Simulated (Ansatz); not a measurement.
# NaB (Fm-3m): a soft mode frozen in, part 3 of 3

Which phase does NaB (Fm-3m) fall into along its unstable mode, and how much energy does it gain?

Ansatz 0.2.0; DFT PBEsol, scalar-relativistic, plane waves, PAW; PAW set soft_1.

So far. Step 5 (Energy along the mode, all amplitudes (two of the runs …): The lowest of the steps tried is the last one, at 0.6 Å, 113 meV/atom below the parent; the bottom of the well need not coincide with a step. Step 7 (The new phase in its own primitive cell): The largest force component left is 0.034 meV/Å and the pressure is 0.000 GPa, within the tolerances set. The cell now holds 14.85 Å³/atom. The relaxed cell has a = 2.735, c = 7.944 Å (conventional setting).

## Step 8: Modes of the new phase, k-mesh 16×16×6

A relaxed structure may still be a saddle point, so its zone-centre modes are computed. No field response is asked, since the mesh shows no gap.

The input, input.yaml:

```yaml
crystal:
  lattice:
    - [2.734755681, 0.0, 0.0]
    - [0.0, 2.734755681, 0.0]
    - [0.0, 0.0, 7.9436600925]
  atoms:
    - { symbol: Na, position: [0.0, 0.5, 0.3055396899] }
    - { symbol: Na, position: [0.5, 0.0, 0.6944603101] }
    - { symbol: B, position: [0.0, 0.5, 0.9880245964] }
    - { symbol: B, position: [0.5, 0.0, 0.0119754036] }
kpoints:
  mp_grid: { grid: [16, 16, 6] }
hamiltonian:
  xc: pbesol
  pseudopotentials: { kind: paw, azcp: { folder: soft_1 }, xc_functional: pbe }
scf:
  occupations: { method: methfessel_paxton, width: 0.2 }
output:
  eigenvalues: true
phonons:
  method: dfpt
```

Command:

```console
$ ansatz run input.yaml --threads 4 --pin off --max-ram 10240MiB --backend cpu --events-out ev --progress --plain --runs-dir out
```

Numbers of over 12 decimals in the logs are rounded to 6 here.

Output:

```text
zone centre: on kpoints.mp_grid the ground state, and the responses unless they are solved on pairs of k-points, stand on 324 of the mesh's 1536 k-points, reduced under 4 symmetry operations, with k and −k counted as one. Each operation leaves every solved displacement unchanged or reverses it
[...]
Crystal: 4 atoms, lattice volume = 59.410 Å³
Basis set: ecut = 420 eV, 1175 PW (Γ), exchange–correlation on 40×40×108 points (8 copies of the dense FFT grid, shifted against one another)
Bands: 16, of which v1, the nominal top of the filled ones, is band 12 counted from 1 (11 counted from 0)
Symmetry: 16 space group operations
k-points: 324 of 1536 (irreducible under 4 space group operations, time reversal used)
[...]
SCF iter   1: F=—  HF=-3253.973348 eV  |F-HF|=—  |Δ(HF+E_count)|=         —  Δρ=3.30e-2  dr2=5.04e0  ethr=3.10e-3  ⟨swp⟩=5.0  Hψ=22997  notcnv=0
[...]
SCF iter  10: F=-3253.392365 eV  HF=-3253.392365 eV  |F-HF|=9.09e-13  |Δ(HF+E_count)|=  9.09e-12  S|Δr|=    0.00e0  Δρ=4.74e-8  dr2=1.03e-12  ethr=1.00e-12  ⟨swp⟩=6.4  Hψ=23812  notcnv=0
SCF 1 converged in 10 iterations: F = -3253.392365 eV  dr2 = 1.03e-12
[...]
DFPT response loops at Γ: preconditioner auto → Kerker (q_TF=auto, 2.346 Å⁻¹) (partly filled bands, converged f_vac=0.000); β = 1.00, the filter's whole step (`scf.mixing.beta` (0.50) is not read by the response loops under this deck's `scf.mixing.preconditioner`; to damp them name `kerker` or `kerker_dos`, under which they read `scf.mixing.beta`, and type it under 1.00, their step now; both keys bind the ground state too); Broyden in place of MSR1
SCF converged after 10 iterations
[...]
Free energy (F): -3253.392365 eV
[...]
Internal energy: -3253.396068 eV  (E = F + TS)
E sigma→0 (E₀):  -3253.393291 eV
Entropy (-TS):   0.003703 eV (0.926 meV/atom)
Fermi energy:    5.629152 eV
[...]
--- Band table (eV; the first three rows and the last of 324) ---
  k-point 0: bands = [... 8 lower, -6.4574, 0.3676, 2.2256, 5.8237, 5.8237, 7.0781, 8.4273, 13.2816]
  k-point 1: bands = [... 8 lower, -6.4564, 0.2981, 2.4140, 5.8237, 5.8237, 6.4169, 9.2081, 13.2606]
  k-point 2: bands = [... 8 lower, -6.4545, 0.1803, 2.8349, 5.5514, 5.8237, 5.8237, 10.4414, 13.1019]
  k-point 323: bands = [... 8 lower, 0.1130, 0.1130, 2.8205, 2.8205, 7.4950, 7.4950, 11.0045, 11.0045]
--- Phonons (Γ-DFPT): 4 representative perturbations + reference, on 324 of 1536 k-points (Σ response iterations 12) ---
  k mesh reduced under 4 symmetry operations, with k and −k counted as one. Each operation leaves every solved displacement unchanged or reverses it
  ASR residual: 1.234e-5 → 0.000e0 eV/Å²; symmetrization residual: 2.879e-6 eV/Å²
  ASR residual per site (eV/Å²): 1.23e-5 1.23e-5 8.67e-6 8.67e-6
  Γ frequencies (cm⁻¹): -188.58 -188.58 -9.30 -9.30 0.00 0.00 0.00 53.79 53.79 202.22 304.21 484.54
  non-analytic LO–TO correction: not included (Born effective charges unavailable; polar crystals: no LO–TO splitting at Γ)
```

Elapsed: 26 s, on 4 threads of Arm Neoverse V2, shared host; peak memory 1.1 GiB.

Numbers from this step:

```yaml
sum_rule_residual_before_enforcement: 1.23e-5 eV/Å²
point_group: 4/mmm
highest_optical_mode_at_the_zone_centre_no_lo_to_term: 484.5 cm⁻¹
lowest_optical_zone_centre_mode: -188.6 cm⁻¹
```

Patterns of degenerate modes are one choice out of their space. Modes at Γ, with each element's share of the kinetic energy (negative means imaginary):

```
mode  frequency (cm⁻¹)  symmetry  Na %  B %
   1            -188.6        Eg     4   96
   2            -188.6        Eg     4   96
   3              -9.3        Eu    32   68
   4              -9.3        Eu    32   68
   5               0.0  acoustic    68   32
   6               0.0  acoustic    68   32
   7               0.0  acoustic    68   32
   8              53.8        Eg    96    4
   9              53.8        Eg    96    4
  10             202.2       A1g    97    3
  11             304.2       A2u    32   68
  12             484.5       A1g     3   97
```

Displacements in mode 2 (-188.6 cm⁻¹), the largest set to 1:
```
Na1  0.00 -0.14  0.00
Na2  0.00  0.14  0.00
B3   0.03  1.00  0.00
B4  -0.03 -1.00  0.00
```

Displacements in mode 9 (53.8 cm⁻¹), the largest set to 1:
```
Na1  0.00 -1.00  0.00
Na2  0.00  1.00  0.00
B3   0.00 -0.31  0.00
B4   0.00  0.31  0.00
```

Before it was imposed, the acoustic sum rule was missed by 1.2e-5 eV/Å². Small misses are needed for a sound result but don't prove that mesh and cutoff are converged. The lowest optical mode is imaginary, 188.6i cm⁻¹, so the energy falls along it.

## Step 9: Summary of results

```json
{
  "unstable mode of the parent": "q = (0, -0.5, -0.5), 210i cm⁻¹",
  "depth at the lowest point sampled": "113 meV/atom",
  "largest atomic shift at that point": "0.6 Å",
  "space group reached (within 0.01 Å)": "P4/nmm",
  "energy gained over the parent (first relaxation, on the mesh of the frozen mode)": "1010 meV/atom",
  "volume per atom, phase reached": "14.9 Å³",
  "lowest optical zone-centre mode, phase reached": "-189 cm⁻¹",
  "highest optical mode at the zone centre (no LO-TO term), phase reached": "485 cm⁻¹"
}
```

In words: Along this mode the structure falls into P4/nmm, 1010 meV/atom below the parent. At the parent's cell the well is 113.4 meV/atom deep on the steps tried, with its lowest point at a shift of 0.6 Å. That is the last step tried, so the steps alone don't bracket the bottom of the well. Relaxing atoms and cell changes the gain by +896.54 meV/atom against the lowest step (energies at zero smearing). Most of the total comes from this relaxation. The new phase still has an imaginary mode at the zone centre of its cell, so it is a saddle point on the way to a lower structure. Of the 4 patterns followed to their end from this parent, this one ends 553 meV/atom above the lowest, Ibam. Each path keeps the symmetry of its pattern, so a lower phase may lie along a pattern not tried. With no gap, or one that is small against the smearing, the frequencies hang on the k mesh and the smearing, most of all near Kohn anomalies. The PAW files were made for PBE and serve the other functionals too. A phonon run warned that its eigensolver left some bands unconverged in a pass.

[Logs are printed without paths, hosts, clocks, repeated set-up lines and the standing remarks that a program may print on its own settings, such as how far it seeks lower states.]

[Hosts, paths, dates, database ids (printed as entryN), source tags and the programs' standing remarks are cut or masked in the printed files.]
